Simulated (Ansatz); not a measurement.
# Zn3Pb, from a guessed structure to a relaxed one, part 2 of 2

Starting from a made-up structure for Zn3Pb, the aim is the relaxed cell, its shortest contacts and, where a second run follows, its electronic structure.

Ansatz 0.2.0; DFT, r2SCAN, plane-wave PAW, files of the set soft_1, scalar-relativistic, no spin, cell and ions relaxed at zero pressure; PAW set soft_1 (the session's first sound run).

So far: The structure; Relaxing cell and atoms. The relaxed cell has a = 6.625, c = 4.167 Å (conventional setting).

## (3) Electronic structure of the relaxed cell

With the geometry fixed, one more self-consistent run, with a narrower smearing and the mesh shown in its input, gives the bands, and its pressure, and its forces where symmetry allows any, show how far the geometry depends on these settings.

This step: DFT, r2SCAN, plane-wave PAW, files of the set soft_1, scalar-relativistic, no spin, bands and density of states at the relaxed cell; PAW set soft_1 (Ansatz 0.2.0).

File input.yaml:

```yaml
crystal:
  lattice:
    - [6.6254057476, 0.0, 0.0]
    - [-3.3127028738, 5.7377696878, 0.0]
    - [0.0, 0.0, 4.1672054369]
  atoms:
    - { symbol: Pb, position: [0.3333333333, 0.6666666667, 0.75] }
    - { symbol: Pb, position: [0.6666666667, 0.3333333333, 0.25] }
    - { symbol: Zn, position: [0.1380605172, 0.2761210344, 0.25] }
    - { symbol: Zn, position: [0.1380605172, 0.8619394828, 0.25] }
    - { symbol: Zn, position: [0.7238789656, 0.8619394828, 0.25] }
    - { symbol: Zn, position: [0.8619394828, 0.7238789656, 0.75] }
    - { symbol: Zn, position: [0.8619394828, 0.1380605172, 0.75] }
    - { symbol: Zn, position: [0.2761210344, 0.1380605172, 0.75] }
kpoints:
  mp_grid: { grid: [6, 6, 8] }
  band_path:
    path:
      - [[0.0, 0.0, 0.0], [0.5, 0.0, 0.0], [0.33333333, 0.33333333, 0.0], [0.0, 0.0, 0.0], [0.0, 0.0, 0.5], [0.5, 0.0, 0.5], [0.33333333, 0.33333333, 0.5], [0.0, 0.0, 0.5]]
      - [[0.5, 0.0, 0.5], [0.5, 0.0, 0.0]]
      - [[0.33333333, 0.33333333, 0.0], [0.33333333, 0.33333333, 0.5]]
    npoints: 8
scf:
  occupations: { method: fermi_dirac, width: 0.03 }
  n_extra_bands: 12
hamiltonian:
  xc: r2scan
  pseudopotentials: { kind: paw, azcp: { folder: soft_1 } }
output:
  forces: true
  stress: true
  write_bands: true
  dos: { projected: true }
  write_density: true
  write_potential: true
  elf: true
  volumetric_format: npy
```

On the command line:

```console
> ansatz run input.yaml --threads 4 --pin off --max-ram 10240MiB --backend cpu --events-out ev --progress --plain --runs-dir out
```

Numbers of over 12 decimals in the logs are rounded to 6 here.

The log of the run:

```text
[...]
Crystal: 8 atoms, lattice volume = 158.417 Å³
Basis set: ecut = 500 eV, 4023 PW (Γ), exchange–correlation on 200×200×128 points (64 copies of the dense FFT grid, shifted against one another)
Bands: 62, of which v1, the nominal top of the filled ones, is band 50 counted from 1 (49 counted from 0)
Symmetry: 24 space group operations
[...]
k-points: 35 of 288
[...]
SCF iter   1: F=—  HF=-43800.615184 eV  |F-HF|=—  |Δ(HF+E_count)|=         —  Δρ=4.68e-2  dr2=8.86e0  dr2_τ=3.62e-2  ethr=3.10e-3  ⟨swp⟩=9.9  Hψ=11851  notcnv=0  defer=18
[...]
SCF iter  10: F=-43798.502892 eV  HF=-43798.502892 eV  |F-HF|=2.96e-9  |Δ(HF+E_count)|=   8.66e-8  Δρ=2.23e-6  dr2=1.09e-8  dr2_τ=1.17e-10  ethr=1.00e-10  ⟨swp⟩=17.4  Hψ=18212  notcnv=0
SCF 1 converged in 10 iterations: F = -43798.502892 eV  dr2 = 1.09e-8
[...]
NSCF: frozen V_eff on 75 k-points
SCF converged after 10 iterations
Free energy (F): -43798.502892 eV
[...]
Internal energy: -43798.494052 eV  (E = F + TS)
E sigma→0 (E₀):  -43798.498472 eV
Entropy (-TS):   -0.008840 eV (-1.105 meV/atom)
Fermi energy:    10.338916 eV
[...]
--- Forces (eV/Å), atoms counted from 1 ---
  atom   1  Pb     0.00000000     0.00000000     0.00000000
  atom   2  Pb     0.00000000    -0.00000000     0.00000000
  atom   3  Zn    -0.00000000    -0.04206848     0.00000000
  atom   4  Zn    -0.03643237     0.02103424     0.00000000
  atom   5  Zn     0.03643237     0.02103424     0.00000000
  atom   6  Zn    -0.00000000     0.04206848     0.00000000
  atom   7  Zn     0.03643237    -0.02103424     0.00000000
  atom   8  Zn    -0.03643237    -0.02103424     0.00000000
  max |Σ_I F_I| component: 1.39e-17 eV/Å
--- Stress (GPa, compression-positive) ---
       -0.031074      -0.000000       0.000000
       -0.000000      -0.031074       0.000000
        0.000000       0.000000       0.517238
  P = ⅓ Tr σ = 0.1517 GPa (1.517 kbar)
--- Band table (eV; the first three rows and the last of 35) ---
  k-point 0: bands = [... 46 lower, 6.1826, 8.6667, 11.3434, 12.9629, 12.9921, 13.5113, 13.5113, 13.6089, ... 8 higher]
  k-point 1: bands = [... 46 lower, 6.3384, 7.5204, 11.0288, 12.0681, 12.1922, 12.1922, 12.8468, 13.3257, ... 8 higher]
  k-point 2: bands = [... 46 lower, 6.7813, 6.7813, 9.2544, 10.1570, 10.4482, 10.4482, 11.9628, 11.9628, ... 8 higher]
  k-point 34: bands = [... 46 lower, 8.5096, 8.5096, 8.8937, 8.8937, 10.6144, 10.6144, 12.8874, 12.8874, ... 8 higher]
```

Wall time 17 s (4 threads of AMD EPYC 7R13 (Zen 3), shared host); peak memory 1.3 GiB; 66 s of CPU time.

Numbers from this step:

```yaml
free_energy: -43798.5029 eV
energy_at_zero_smearing: -43798.4985 eV
smearing_term_ts: 0.008840 eV
fermi_energy: 10.34 eV
pressure: 0.1517 GPa
```

From bands.tsv, the bands that come nearest the Fermi level along the path, at its corners, in eV from the Fermi level:

```tsv
point	band 46	band 47	band 48	band 49	band 50	band 51	band 52	band 53
Γ	-4.16	-4.16	-1.67	1.00	2.62	2.65	3.17	3.17
M	-1.65	-1.55	-0.41	0.19	0.23	0.33	1.01	1.74
K	-2.43	-0.12	0.23	0.23	0.67	0.67	0.92	1.88
Γ	-4.16	-4.16	-1.67	1.00	2.62	2.65	3.17	3.17
A	-3.26	-3.26	-3.26	-2.70	-2.70	-1.09	-1.09	-1.09
L	-4.20	-3.67	-3.67	-0.16	-0.16	1.01	1.01	1.32
H	-5.11	-1.83	-1.83	-1.45	-1.45	0.28	0.28	2.55
A	-3.26	-3.26	-3.26	-2.70	-2.70	-1.09	-1.09	-1.09
L	-4.20	-3.67	-3.67	-0.16	-0.16	1.01	1.01	1.32
M	-1.65	-1.55	-0.41	0.19	0.23	0.33	1.01	1.74
K	-2.43	-0.12	0.23	0.23	0.67	0.67	0.92	1.88
H	-5.11	-1.83	-1.83	-1.45	-1.45	0.28	0.28	2.55
```

States per cell as run, both spins, in windows of 1 eV, from dos.tsv (zero at the Fermi level):

```
from  to  total
  -8  -7  38.82
  -7  -6   1.00
  -6  -5   1.79
  -5  -4   2.19
  -4  -3   2.19
  -3  -2   2.50
  -2  -1   2.64
  -1   0   2.70
   0   1   2.93
   1   2   3.16
   2   3   3.31
   3   4   3.82
   4   5   3.15
```

Below -8 eV lie 46.1 more states.

Valence density in the ab plane at fractional z = 0.250, with atoms of Pb and Zn within 0.2 Å of it. It is the smooth field of the valence electrons, not physical close to the nuclei.

Ten steps, logarithmic in the rise over the least value, from '0' (0 e/Å³) to '9' (29 e/Å³), each cell a mean:
```
013541000001244310
148851000002697310
279831000014996211
367410000014763101
232100000012321001
110000000001100000
000000000000000000
000000000000000000
000000000000122100
000110000012443200
002321000135664200
026742000246764100
269951001356652100
379720001355431001
255210001233210001
121100000111000001
000000000000000000
001111000000012110
```
Columns run along a (6.6 Å), rows up along b (6.6 Å). Atoms in or near the plane, at fractional coordinates: Pb at (0.67, 0.33), Zn at (0.14, 0.28), Zn at (0.14, 0.86), Zn at (0.72, 0.86).

Electrostatic potential energy in the ab plane at fractional z = 0.250, with atoms of Pb and Zn within 0.2 Å of it. With pseudopotentials it is smooth inside the atoms' cores, unlike the true potential.

Values in eV, 10 rows by 16 columns, each cell a mean:
```
  5 -18 -42 -42 -16   7  12  13  13   9  -7 -34 -45 -28   1  10
-18 -51 -56 -35  -2  11  13  13  10  -5 -40 -57 -46 -13   8   8
 -9 -19 -10   5  11  13  13  12  10  -2 -17 -15   0  10  11   7
 10  11  12  13  13  13  13  13  12  11  10  11  11  12  11  11
 13  13  13  12  12  12  13  13  13  11   8   3   1   5   9  12
 12   9   2  -4   1   9  12  12   9  -5 -22 -29 -29 -12   7  12
  3 -24 -47 -45 -16   7  11   9  -8 -30 -26 -27 -28  -4   9  11
-19 -50 -53 -29   1  11  11   5 -17 -30 -28 -20  -2  10  11   8
 -5 -12  -4   7  11  12  11   8   3  -1   3   9  11  12  11   8
 10   9   5   1   4  10  11  12  12  12  11   8   3   2   8  10
```
Columns run along a (6.6 Å; values clipped at the 3rd and 97th percentile), rows up along b (6.6 Å). Atoms in or near the plane, at fractional coordinates: Pb at (0.67, 0.33), Zn at (0.14, 0.28), Zn at (0.14, 0.86), Zn at (0.72, 0.86).

ELF in the ab plane at fractional z = 0.250, with atoms of Pb and Zn within 0.2 Å of it. It is the smooth field of the valence electrons, not physical close to the nuclei.

Ten even steps from '_' (0.00) to '@' (0.43), each cell a mean:
```
++==::..::--====::::====--....--==++
==..____..====--::====--______::==++
--______::====----++==..____..--++++
::____::==++==--==++==..__..--==**==
--::--==++==----++++==--::--==****==
======++==------==++========++++++==
======------------========++++++====
--------====----::::--==++****++==--
::::==++++++++--::::==**##%%%%##++--
::==========++==::==##@@@@%%@@@@**--
====--::--======--##@@**::--%%@@**--
==--..__..--====++%%##..__::%%%%++==
--..____..======**@@++__..**%%**====
::______--==++++##@@##++##%%**++++==
--....--==++++++**@@@@@@%%**++++++==
==--==++****++++**##%%##++++++****==
====++++++++++==============++++++++
++++==----======::::--======--====++
```
Columns run along a (6.6 Å), rows up along b (6.6 Å). Atoms in or near the plane, at fractional coordinates: Pb at (0.67, 0.33), Zn at (0.14, 0.28), Zn at (0.14, 0.86), Zn at (0.72, 0.86).

## (4) Summary of results

| Item | Value |
| --- | --- |
| space group, relaxed | P6_3/mmc |
| conventional cell | a = 6.625, b = 6.625, c = 4.167 Å; α = 90.0°, β = 90.0°, γ = 120.0° |
| volume per atom | 19.80 Å³ (guess 16.76) |

**Reading.** Zn3Pb relaxes to P6_3/mmc with a = 6.625, b = 6.625 and c = 4.167 Å. The guessed volume was 15 % too small. The space group P6_3/mmc was held in the relaxation, so the end point is a stationary structure within it and may be a saddle against distortions or other arrangements. Bands cross the Fermi level, so it is a metal or semimetal at this level. On the 6×6×8 mesh with the narrower smearing (relaxed on 6×6×6) the largest force component is 0.042 eV/Å and the largest stress component is 0.517 GPa, against the relaxation's thresholds of 0.015 eV/Å and 0.05 GPa. The cutoff wasn't tested. A vector of the cell changed its length by 14 %, more than the volume shows. Spin-orbit coupling is left out, which can matter for elements this heavy. No dispersion term is used, so weakly bound directions may come out too long. Nothing here tests whether the compound is stable against decomposition.

[Logs are printed without paths, hosts, clocks, repeated set-up lines and the standing remarks that a program may print on its own settings, such as how far it seeks lower states.]

[Hosts, paths, dates, database ids (printed as entryN), source tags and the programs' standing remarks are cut or masked in the printed files.]
